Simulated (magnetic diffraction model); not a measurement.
# Solving a magnetic structure from powder neutron data: Ba₂AlCuBr₉

Space group P2_1 (no. 4), a = 7.1790 Å, b = 9.4120 Å, c = 12.2600 Å, β = 90.06°.

```csv
site,atom,x,y,z
2a,Ba,0.7566,0.8890,0.4091
2a,Ba,0.2376,0.1566,0.0550
2a,Br,0.5096,0.0459,0.6419
2a,Br,0.3148,0.8901,0.8565
2a,Br,0.0285,0.0452,0.6602
2a,Br,0.2369,0.8490,0.4826
2a,Br,0.8151,0.0118,0.9499
2a,Br,0.5088,0.6904,0.6681
2a,Br,0.4975,0.3252,0.8297
2a,Br,0.0403,0.6985,0.6924
2a,Br,0.9832,0.3390,0.8252
2a,Cu,0.7527,0.1710,0.7691
2a,Al,0.2751,0.8591,0.6761
```

The compound is invented for this exercise: a known structure type with other elements, its cell scaled to their sizes and not relaxed.

Only Cu is taken to order (form factors of Cu2+); orders and moment sizes are assumed, and not adapted to the symmetry. Radiation: neutrons of λ = 2.41 Å, 3° to 30°; isotropic B of 0.3 Å² (Ba), 0.49 Å² (Br), 0.44 Å² (Cu) and 0.48 Å² (Al). The intensities are simulated: I ∝ L Σ (|F_N|² + |F_M⊥|²) for unpolarised neutrons, with F_M = 2.695 fm/μB × Σ f(s) S exp(2πi Q·r) exp(−B s²) at Q = H ± k (one set where k and −k are equivalent), only the part normal to Q counting and L = 1/(sin²θ cos θ). For a modulated order the moment at position r is S exp(−2πi k·r) + c.c., with S = m/2 for a sine wave of amplitude m and S = m(u + iv)/2 for moments turning in a plane, u and v being orthogonal unit vectors in it; the phase factor of the sum at Q = H + k is then exp(2πi H·r). Form factors are spin-only for 3d ions and dipole or tabulated for f ions, scattering lengths are Sears's of 1992, and absorption is left out. A label names one of the reflections at its angle. The strongest nuclear line in the range is 100, and lines under 0.2 are left out.

Above the ordering temperature:

```csv
2θ (°),index,I
11.28,(0 0 1),15.3
18.58,(0 1 1),88.1
22.42,(1 0 -1),1.6
22.44,(1 0 1),1.8
22.67,(0 0 2),58.4
24.37,(1 1 0),100.0
26.92,(1 1 -1),20.5
26.94,(1 1 1),4.3
27.14,(0 1 2),40.1
29.67,(0 2 0),11.5
29.95,(1 0 -2),23.8
29.98,(1 0 2),17.6
```

Below it (cell unchanged):

```tsv
2θ (°)	I
11.28	15.3
18.58	88.1
18.71	1.4
18.72	1.4
22.42	1.6
22.44	1.8
22.59	0.4
22.67	58.4
22.79	0.4
22.79	0.4
24.37	100.0
26.25	0.2
26.92	20.5
26.94	4.3
27.14	40.1
29.67	11.5
29.76	0.5
29.95	23.8
29.98	17.6
```

**Question.** Find the propagation vector, then choose among these models:
A. moments turning in the plane of [001] and [100], 0.95 μB on Cu; signs + at (0.7527, 0.1710, 0.7691), + at (0.2473, 0.6710, 0.2309)
B. moments turning in the plane of [100] and [010], 0.95 μB on Cu; signs + at (0.7527, 0.1710, 0.7691), + at (0.2473, 0.6710, 0.2309)
C. a sine wave with moments along [001] (amplitudes given), 0.95 μB on Cu; signs + at (0.7527, 0.1710, 0.7691), + at (0.2473, 0.6710, 0.2309)
D. a sine wave with moments along [100] (amplitudes given), 0.95 μB on Cu; signs + at (0.7527, 0.1710, 0.7691), + at (0.2473, 0.6710, 0.2309)

The new lines index as (0.117 1 -1) at 18.71°, (0.117 1 1) at 18.72°, (0.883 1 0) at 22.59° and (0.117 0 -2) at 22.79°, that is as H ± k with k = (0.117 0 0). Satellites come in pairs about each point of the reciprocal lattice.

Magnetic intensity, observed (below minus above) and for each model:

| 2θ (°) | index | observed | A | B | C | D |
| --- | --- | --- | --- | --- | --- | --- |
| 18.71 | (0.117 1 -1) | 1.4 | 2.3 | 1.9 | 0.9 | 1.4 |
| 18.72 | (0.117 1 1) | 1.4 | 2.3 | 1.9 | 0.9 | 1.4 |
| 20.48 | (0.883 0 -1) | <0.2 | 0.6 | 0.8 | 0.4 | <0.2 |
| 20.50 | (0.883 0 1) | <0.2 | 0.6 | 0.8 | 0.4 | <0.2 |
| 22.59 | (0.883 1 0) | 0.4 | 1.4 | 0.9 | 0.9 | 0.4 |
| 22.79 | (0.117 0 -2) | 0.4 | 0.4 | 0.9 | <0.2 | 0.4 |
| 22.79 | (0.117 0 2) | 0.4 | 0.4 | 0.9 | <0.2 | 0.4 |
| 26.25 | (1.117 1 0) | 0.2 | 0.9 | 0.7 | 0.7 | 0.2 |

Model D matches.

The structure used: k = (0.117 0 0), a sine wave with moments along [100] (amplitudes given), 0.95 μB on Cu; signs + at (0.7527, 0.1710, 0.7691), + at (0.2473, 0.6710, 0.2309).

[Logs are printed without paths, hosts, clocks, repeated set-up lines and the standing remarks that a program may print on its own settings, such as how far it seeks lower states.]
